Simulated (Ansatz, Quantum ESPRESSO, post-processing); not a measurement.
# Ballistic transmission: Be chain with one atom pushed 1.0 Å aside at constant bond length, part 5 of 5

How well does the junction conduct in the ballistic limit? It is: Be chain with one atom pushed 1.0 Å aside at constant bond length.

Quantum ESPRESSO 7.5; plane-wave DFT, PBE, GBRV ultrasoft pseudopotentials; cross-check by Ansatz 0.2.0 with PAW datasets.

So far. Step 2 (SCF with pw.x): The run needed 22 iterations to bring the estimated error under 1e-07 Ry; the largest force on any atom, held or free, is 1.14 eV/Å. Step 3 (Transmission with pwcond.x): At no point does T exceed the number of channels.

## 6. Cross-check with Ansatz

As a check, the same structure is run in Ansatz.

Level of this step: plane-wave DFT, PBE, Ansatz PAW (Ansatz 0.2.0).

Input file input.yaml:

```yaml
crystal:
  lattice:
    - [7.5, 0.0, 0.0]
    - [0.0, 7.5, 0.0]
    - [0.0, 0.0, 23.1565732621]
  atoms:
    - { symbol: Be, position: [0.5, 0.5, 0.0] }
    - { symbol: Be, position: [0.5, 0.5, 0.0928462072] }
    - { symbol: Be, position: [0.5, 0.5, 0.1856924145] }
    - { symbol: Be, position: [0.5, 0.5, 0.2785386217] }
    - { symbol: Be, position: [0.5, 0.5, 0.3713848289] }
    - { symbol: Be, position: [0.633333333, 0.5, 0.4535768964] }
    - { symbol: Be, position: [0.5, 0.5, 0.5357689638] }
    - { symbol: Be, position: [0.5, 0.5, 0.6286151711] }
    - { symbol: Be, position: [0.5, 0.5, 0.7214613783] }
    - { symbol: Be, position: [0.5, 0.5, 0.8143075855] }
    - { symbol: Be, position: [0.5, 0.5, 0.9071537928] }
kpoints:
  mp_grid: { grid: [1, 1, 4] }
hamiltonian:
  xc: pbe
scf:
  occupations: { method: fermi_dirac, width: 0.1 }
  convergence: { dr2_threshold: 1.0e-08 }
output:
  transmission:
    leads: [[0, 1]]
    e_range: [-2.0, 2.0]
    de: 0.05
    kmesh: [1, 1]
    reduced_basis: true
  write_potential: true
  write_density: true
  volumetric_format: npy
  elf: true
```

Started as:

```
$ ansatz run input.yaml --threads 2 --pin off --max-ram 4096MiB --backend cpu --events-out ev --progress --plain --runs-dir out
```

Numbers of over 12 decimals in the logs are rounded to 6 here.

The program printed:

```text
Engine: ansatz 0.2.0, aarch64-unknown-linux-gnu
Pseudopotentials: kind: paw
Pseudopotential: Be, paw, valence charge 2, recommended cutoff 420 eV (normal), Be.paw.azcp
Functional definition: PBE
  parameter kappa = 0.804
  parameter beta = 0.066725
  exchange = pbe_x(kappa = kappa, mu = beta*pi^2/3)
  correlation = pbe_c(beta = beta)
Crystal: 11 atoms, lattice volume = 1302.557 Å³
Basis set: ecut = 420 eV, 25525 PW (Γ)
Bands: 22, of which v1, the nominal top of the filled ones, is band 11 counted from 1 (10 counted from 0)
Symmetry: 4 space group operations
Space group: Pmm2 (ITA 25), of the structure as read, at distance tolerance 1.1e-4 Å
k-points: 3 of 4
Non-local potential: Be, projectors of the file, l = 0: 2, l = 1: 2, l = 2: 1
PAW form: soft (Blöchl's): semilocal exchange-correlation on the pseudo side does not see the compensation charge
PAW one-centre angular grid: Be, 110 points (default); XC on 64 Gauss nodes
Initial density: superposition of atomic densities (neutral atoms: chi_scale 0, normalization atom), corrected by the library's trained network
Initial wavefunctions: pseudopotential atomic-orbital guess
Functional: x = pbe(κ = 0.804, μ = 0.219515), c = pbe(β = 0.066725)
SCF iter   1: F=—  HF=-993.666176 eV  |F-HF|=—  |Δ(HF+E_count)|=         —  Δρ=4.48e-3  dr2=6.58e-1  ethr=1.77e-3  ⟨swp⟩=13.7  Hψ=654  notcnv=0
preconditioner: auto → LDOS  [insulator: Δε(μ)=0.295 eV  Ē_g=3.333 eV  σ=0.100 eV  W_gap=0.62  n_scr=66 (ndim 8)  ℏωp=4.8 eV  f_vac=0.414  D(μ)=6.59/eV (n_scr^D=18)  ε∞_Penn≈3.1  β→1.0]
SCF iter   2: F=—  HF=-993.555480 eV  |F-HF|=—  |Δ(HF+E_count)|=   1.11e-1  Δρ=1.70e-3  dr2=1.82e-1  ethr=1.77e-3  ⟨swp⟩=3.3  Hψ=163  notcnv=0
SCF iter   3: F=—  HF=-993.561183 eV  |F-HF|=—  |Δ(HF+E_count)|=   5.70e-3  Δρ=4.20e-4  dr2=1.20e-2  ethr=8.28e-4  ⟨swp⟩=2.0  Hψ=79  notcnv=0
SCF iter   4: F=—  HF=-993.561323 eV  |F-HF|=—  |Δ(HF+E_count)|=   1.40e-4  Δρ=1.97e-4  dr2=1.97e-3  ethr=5.47e-5  ⟨swp⟩=1.0  Hψ=66  notcnv=0
SCF iter   5: F=—  HF=-993.561232 eV  |F-HF|=—  |Δ(HF+E_count)|=   9.04e-5  Δρ=8.17e-5  dr2=2.38e-4  ethr=8.97e-6  ⟨swp⟩=2.3  Hψ=107  notcnv=0
SCF iter   6: F=—  HF=-993.561218 eV  |F-HF|=—  |Δ(HF+E_count)|=   1.41e-5  Δρ=3.83e-5  dr2=4.92e-5  ethr=1.08e-6  ⟨swp⟩=3.0  Hψ=116  notcnv=0
SCF iter   7: F=—  HF=-993.561215 eV  |F-HF|=—  |Δ(HF+E_count)|=   3.36e-6  Δρ=1.81e-5  dr2=1.21e-5  ethr=2.24e-7  ⟨swp⟩=3.0  Hψ=108  notcnv=0
SCF iter   8: F=—  HF=-993.561213 eV  |F-HF|=—  |Δ(HF+E_count)|=   1.53e-6  Δρ=6.41e-6  dr2=3.16e-6  ethr=5.49e-8  ⟨swp⟩=3.0  Hψ=121  notcnv=0
SCF iter   9: F=—  HF=-993.561166 eV  |F-HF|=—  |Δ(HF+E_count)|=   4.71e-5  Δρ=3.33e-6  dr2=7.20e-7  ethr=1.44e-8  ⟨swp⟩=1.0  Hψ=66  notcnv=0
SCF iter  10: F=—  HF=-993.561166 eV  |F-HF|=—  |Δ(HF+E_count)|=   8.83e-8  Δρ=1.19e-6  dr2=7.39e-8  ethr=3.27e-9  ⟨swp⟩=2.0  Hψ=84  notcnv=0
SCF iter  11: F=-993.561166 eV  HF=-993.561166 eV  |F-HF|=5.13e-9  |Δ(HF+E_count)|=   5.47e-9  Δρ=4.68e-7  dr2=9.76e-9  ethr=4.55e-11  ⟨swp⟩=5.7  Hψ=293  notcnv=0
SCF 1 converged in 11 iterations: F = -993.561166 eV  dr2 = 9.76e-9
  greatest PAW one-centre occupation: 0.422 electrons in one spin orbital (limit 2), on the Be atom at site 7 (counted from 0), in its partial waves of l = 0
transmission: 29 of 174 steps passed
transmission: 58 of 174 steps passed
[...]
transmission: 174 of 174 steps passed
WARN: The output density's exchange-correlation potential varies sharply where the density is thin. Do not read a vacuum level from v_tot or v_xc, or from such a field of the output density. On a cell that repeats whose density bears no net charge and no dipole along the vacuum's axis use v_es (v_loc + v_h of the components); under efield.dipole_correction with no amplitude use v_es + v_field, which holds any externa [...]
SCF converged after 11 iterations
Free energy (F): -993.561166 eV
Harris-Foulkes:  -993.561166 eV  (|F-HF|=5.13e-9)
Internal energy: -993.229081 eV  (E = F + TS)
E sigma→0 (E₀):  -993.395124 eV
Entropy (-TS):   -0.332085 eV (-30.190 meV/atom)
Fermi energy:    -2.473760 eV
--- Per-component energies (eV) ---
  E_band       = -105.709713
  E_kinetic    = 165.058499
  E_local      = -526.691076  (includes V_loc(G=0)·N_el)
  E_nonlocal   = 64.442200
  E_hartree    = 195.286012
  E_xc         = -182.741754
  E_vxc        = -182.249134  (∫ρ·V_xc dr)
  E_paw        = -655.953822  (= ΣΔE_a)
  E_vpaw       = -16.842624  (= ΣTr[D̂ρ^β])
  E_aug_tail   = -0.000005  (compensation charges beyond the density's cutoff)
  E_ewald      = -52.629136
  E_smearing   = -0.332085  (= −TS)
  E_closure    = 0.000000  (closes the sum)
  Σ components = -993.561166   (vs F -993.561166, Δ=0.00e0)
--- Band table (eV) ---
  k-point 0: bands = [... 7 lower, -3.7297, -3.6357, -2.8139, -2.6030, -2.3295, -2.2444, -2.0611, -1.9920, ... 7 higher]
  k-point 1: bands = [... 7 lower, -3.9698, -3.4084, -2.9159, -2.5588, -2.3246, -2.2295, -2.0985, -2.0850, ... 7 higher]
  k-point 2: bands = [... 7 lower, -4.2262, -3.2226, -3.0608, -2.5289, -2.3196, -2.2013, -2.1457, -2.1254, ... 7 higher]
--- Transmission ---
  basis      : 497 plane waves across, 29 finite elements along
  points     : 1, standing for a mesh of 1 x 1
  energies   : 81 from -2.000000 to 2.000000 eV about the Fermi level, 0.050000 eV apart; the leads are filled to 0.000000 eV, and channels, transmission and decay are at 0.000000 eV
  crystal 0  : Be1, at the sites [0, 1], period 2.1500 Å, over 21.50 Å; its Hamiltonian steps by up to 16.8 meV
    offset         : up to 0.0000 Å between an atom of the period and one for which it stands
    channels       : 0.000000e0 a spin
    conductance    : none, the energies end too early or step too widely for 300 K: set another output.transmission.e_range or a lower de, or, where they end at an eighth of basis.ecutwfc, a higher one
    slowest decay  : 0.1237 /Å at (0.0000, 0.0000)
  junction   : crystal 0 to crystal 0, -0.42 to 20.59 Å
    transmission   : 0.000000e0 a spin
    error estimate : 0.000000e0 a spin from the reduction of the transverse basis, at the most 4.500472e-5 at 2.000000 eV
    conductance    : none, the energies end too early or step too widely for 300 K: set another output.transmission.e_range or a lower de, or, where they end at an eighth of basis.ecutwfc, a higher one
```

Wall time 37 s (2 threads of Arm Neoverse V1, shared host); peak memory 0.82 GiB; 70 s of CPU time.

This step gave:

- free energy: -993.5612 eV
- energy at zero smearing: -993.3951 eV
- smearing term TS: 0.3321 eV
- Fermi energy: -2.474 eV
- symmetry operations: 4
- step of the lead's Hamiltonian over a period: 16.8 meV

Per spin. The transmission by energy, zero at the Fermi level:

energy (eV), transmission and a bar:
```
    -2.00       0.98 #################
    -1.85       0.98 #################
    -1.70       0.97 #################
    -1.60       0.97 #################
    -1.45       0.96 #################
    -1.30       0.94 #################
    -1.15       0.92 ################
    -1.05       0.90 ################
    -0.90       0.86 ###############
    -0.75       0.80 ##############
    -0.60       0.72 #############
    -0.50       0.65 ###########
    -0.35       0.52 #########
    -0.20       0.25 ####
    -0.05       0.00 
     0.00       0.00 
     0.05       0.00 
     0.20       0.00 
     0.35       1.05 ##################
     0.50       1.25 ######################
     0.60       1.31 #######################
     0.75       1.39 ########################
     0.90       1.48 ##########################
     1.05       1.56 ###########################
     1.15       1.60 ############################
     1.30       1.66 #############################
     1.45       1.70 ##############################
     1.60       1.71 ##############################
     1.70       1.71 ##############################
     1.85       1.68 #############################
     2.00       1.61 ############################
```

Per spin. Table of open channels by energy, zero at the Fermi level:

| energy (eV) | open channels |
| --- | --- |
| -2.00 | 1 |
| -1.85 | 1 |
| -1.70 | 1 |
| -1.60 | 1 |
| -1.45 | 1 |
| -1.30 | 1 |
| -1.15 | 1 |
| -1.05 | 1 |
| -0.90 | 1 |
| -0.75 | 1 |
| -0.60 | 1 |
| -0.50 | 1 |
| -0.35 | 1 |
| -0.20 | 1 |
| -0.05 | 0 |
| 0.00 | 0 |
| 0.05 | 0 |
| 0.20 | 0 |
| 0.35 | 2 |
| 0.50 | 2 |
| 0.60 | 2 |
| 0.75 | 2 |
| 0.90 | 2 |
| 1.05 | 2 |
| 1.15 | 2 |
| 1.30 | 2 |
| 1.45 | 2 |
| 1.60 | 2 |
| 1.70 | 2 |
| 1.85 | 2 |
| 2.00 | 2 |

ELF in the ca plane at fractional y = 0.500, with atoms of Be within 0.2 Å of it. It is the smooth field of the valence electrons, not physical close to the nuclei.

Ten even steps from '0' (0.00 × 1e-1) to '9' (9.97 × 1e-1), each cell a mean:
```
00000000000000000000000000000000000000000000
00001222111222100000000000000000000000000000
00002454322355410000000000000000000000000000
00013687533677621000001210000110001110001100
11125899623799731111113541012321013421013321
33335999712899842342236873125763136762136752
67546999812999854675358996247985248984258984
89845999813999845897259997249996159995169994
99941899824999516998049998049997059995079994
99960599856999318999259999169998189998189996
99991189856896049999139998059997069996079995
99994168644784169999238997159996159995169994
99996345423553379998447996258996259995269984
79986322211222479996335774237874237873247863
57875211100111368874212442124542114541124541
35653100000001235642101110001210001210001210
12321000000000012320000000000000000000000000
00000000000000000000000000000000000000000000
00000000000000000000000000000000000000000000
00000000000000000000000000000000000000000000
```
Columns run along c (16.0 Å, from fractional 0.31 to 1.00 of the cell), rows up along a (7.5 Å). Atoms in or near the plane, at fractional coordinates: Be at (0.00, 0.50), Be at (0.37, 0.50), Be at (0.45, 0.63), Be at (0.54, 0.50), Be at (0.63, 0.50), Be at (0.72, 0.50), Be at (0.81, 0.50), Be at (0.91, 0.50).

Valence density in the ca plane at fractional y = 0.500, with atoms of Be within 0.2 Å of it. It is the smooth field of the valence electrons, not physical close to the nuclei.

Values in e/Å³, 11 rows by 16 columns, each cell a mean:
```
0.00 0.00 0.00 0.00 0.00 0.00 0.00 0.00 0.00 0.00 0.00 0.00 0.00 0.00 0.00 0.00
0.00 0.00 0.01 0.02 0.01 0.01 0.00 0.00 0.00 0.00 0.00 0.00 0.00 0.00 0.00 0.00
0.01 0.02 0.07 0.07 0.07 0.03 0.01 0.01 0.01 0.01 0.01 0.01 0.01 0.01 0.01 0.01
0.06 0.09 0.22 0.14 0.23 0.10 0.06 0.05 0.07 0.06 0.06 0.06 0.06 0.06 0.06 0.06
0.23 0.18 0.36 0.22 0.36 0.20 0.23 0.14 0.26 0.16 0.24 0.17 0.23 0.20 0.21 0.22
0.38 0.19 0.24 0.16 0.24 0.16 0.38 0.18 0.38 0.20 0.37 0.23 0.33 0.27 0.29 0.32
0.20 0.14 0.08 0.05 0.08 0.12 0.21 0.13 0.18 0.13 0.18 0.14 0.17 0.15 0.16 0.16
0.05 0.04 0.02 0.01 0.02 0.04 0.05 0.04 0.04 0.03 0.04 0.04 0.04 0.04 0.04 0.04
0.01 0.01 0.00 0.00 0.00 0.01 0.01 0.01 0.01 0.01 0.01 0.01 0.01 0.01 0.01 0.01
0.00 0.00 0.00 0.00 0.00 0.00 0.00 0.00 0.00 0.00 0.00 0.00 0.00 0.00 0.00 0.00
0.00 0.00 0.00 0.00 0.00 0.00 0.00 0.00 0.00 0.00 0.00 0.00 0.00 0.00 0.00 0.00
```
Columns run along c (16.0 Å, from fractional 0.31 to 1.00 of the cell), rows up along a (7.5 Å). Atoms in or near the plane, at fractional coordinates: Be at (0.00, 0.50), Be at (0.37, 0.50), Be at (0.45, 0.63), Be at (0.54, 0.50), Be at (0.63, 0.50), Be at (0.72, 0.50), Be at (0.81, 0.50), Be at (0.91, 0.50).

## 7. All levels side by side

All levels:

```
                   step  T at the Fermi level (per spin)  conductance (G0)  r.m.s. T(E) from the first  CPU time of the step (s)  peak memory (GiB)
                 Ansatz                                0                 -                           0                      70.5              0.821
                 pwcond                                0                 0                      0.1999                      1071               0.39
pwcond, changed setting                                0                 0                      0.2041                     223.6               0.39
```

Per spin. Transmission against energy, zero at the Fermi level:

```
energy (eV)  Ansatz  pwcond  pwcond, changed setting
      -2.00   0.981   0.983                    0.988
      -1.90   0.979   0.982                    0.987
      -1.70   0.973   0.976                    0.983
      -1.60   0.968   0.972                    0.979
      -1.40   0.955   0.961                    0.969
      -1.30   0.945   0.953                    0.962
      -1.20   0.932   0.943                    0.953
      -1.00   0.892   0.916                    0.928
      -0.90   0.863   0.895                    0.909
      -0.80   0.825   0.865                    0.882
      -0.60   0.720   0.760                    0.782
      -0.50   0.651   0.665                    0.690
      -0.30   0.457   0.256                    0.279
      -0.20   0.249       0                        0
      -0.10       0       0                        0
       0.00       0       0                        0
       0.10       0       0                        0
       0.20       0    1.12                     1.15
       0.30   0.765    1.09                     1.12
       0.50    1.25    1.17                     1.19
       0.60    1.31    1.26                     1.27
       0.80    1.42    1.42                     1.43
       0.90    1.48    1.49                     1.50
       1.00    1.53    1.54                     1.55
       1.20    1.62    1.64                     1.64
       1.30    1.66    1.67                     1.67
       1.40    1.69    1.69                     1.70
       1.60    1.71    1.69                     1.69
       1.70    1.71    1.65                     1.65
       1.90    1.66    1.47                     1.47
       2.00    1.61    1.28                     1.29
```

## 8. Outcome

| Property | Result |
| --- | --- |
| conductance by pwcond, in doubt | 0 G₀ |
| conductance by Ansatz | 0 G₀ |

pwcond (PBE, GBRV ultrasoft) gives 0 G₀ and Ansatz (PAW) 0 G₀ a cell at the Fermi level; both codes find a gap in the lead at the Fermi level, so the value says nothing about the junction. No independent third code was run. In the second code the Fermi level lies in a gap of the lead, so a small shift of that gap decides the value. The geometry is as built, not relaxed, and the leads are short.

[Logs are printed without paths, hosts, clocks, repeated set-up lines and the standing remarks that a program may print on its own settings, such as how far it seeks lower states.]

[Hosts, paths, dates, database ids (printed as entryN), source tags and the programs' standing remarks are cut or masked in the printed files.]

[Maps of the electrostatic potential energy from Ansatz leave out the sawtooth potential of an applied field or a dipole correction, so their vacuum need not be flat; planar profiles and work functions include it.]
